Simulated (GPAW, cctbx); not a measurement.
# ScPt3C: what bonding does to one electron reflection, worked out

ScPt3C, Pm-3m (no. 221), a = 4.2385 Å, b = 4.2385 Å, c = 4.2385 Å, α = 90.00°, β = 90.00°, γ = 90.00°.

| atom | mult. | x | y | z |
| --- | --- | --- | --- | --- |
| Pt1 | 3 | 1/2 | 1/2 | 0 |
| Sc1 | 1 | 0 | 0 | 0 |
| C1 | 1 | 1/2 | 1/2 | 1/2 |

The cell comes from substitution in a known structure type and wasn't matched to any measured phase.

A DFT run (GPAW, PBE, 550 eV, 6×6×6 k-points, Fermi–Dirac width 0.1 eV) gives the static X-ray structure factor of 011 as 48.705 e for the conventional cell; superposed free atoms give 48.794 e. **Problem.** Find the Fourier component V of the crystal potential and the two-beam extinction distance at 80 kV in both cases.

### 1. Geometry

The cell volume is Ω = 76.14 Å³ and d(011) = 2.9971 Å, so g = 1/d = 0.3337 Å⁻¹.

### 2. The nuclei

Electrons feel nuclei as well as electrons, so the nuclear charges are summed with the same phases.

Phase sums Σ exp(2πi h·x), turned so that the total is real and positive: Pt +1.000, Sc -1.000, C -1.000. Then F_Z = 78 × (+1.000) + 21 × (-1.000) + 6 × (-1.000) = 51.00 e. The electron term has the same sign for this reflection.

### 3. Mott–Bethe

Poisson's equation, term by term, gives V = (e/4πε₀)(F_Z − F)/(πΩg²), with e/4πε₀ = 14.3996 V Å.

The prefactor is 14.3996 × 2.9971²/(π × 76.14) = 0.54073 V per electron. Free atoms: (51.00 − 48.794) × 0.54073 = 1.193 V. Crystal: (51.00 − 48.705) × 0.54073 = 1.241 V. F changes by -0.18 % and V by +4.0 %: the same 0.09 e is measured against F_Z − F = 2.2 e in place of F = 48.8 e.

### 4. Extinction distance

In the two-beam case ξ = 1/(λU) with U = 2γm₀eV/h², that is ξ = 150.41 V Å²/(γλV).

At 80 kV, λ = 0.04176 Å and γ = 1.1566. Free atoms: ξ = 2611 Å. Crystal: ξ = 2510 Å. The thickness fringes go as sin²(πt/ξ), so the two patterns slip by a quarter of a period when t|1/ξ₁ − 1/ξ₀| = 1/4, at t ≈ 1618 nm, thicker than usual samples. Thermal motion, absorption and many-beam coupling, left out here, change a real pattern.

### 5. Answer

V(011) is 1.24 V against 1.19 V, and ξ is 2510 against 2611 Å. Limits: static atoms, two beams.
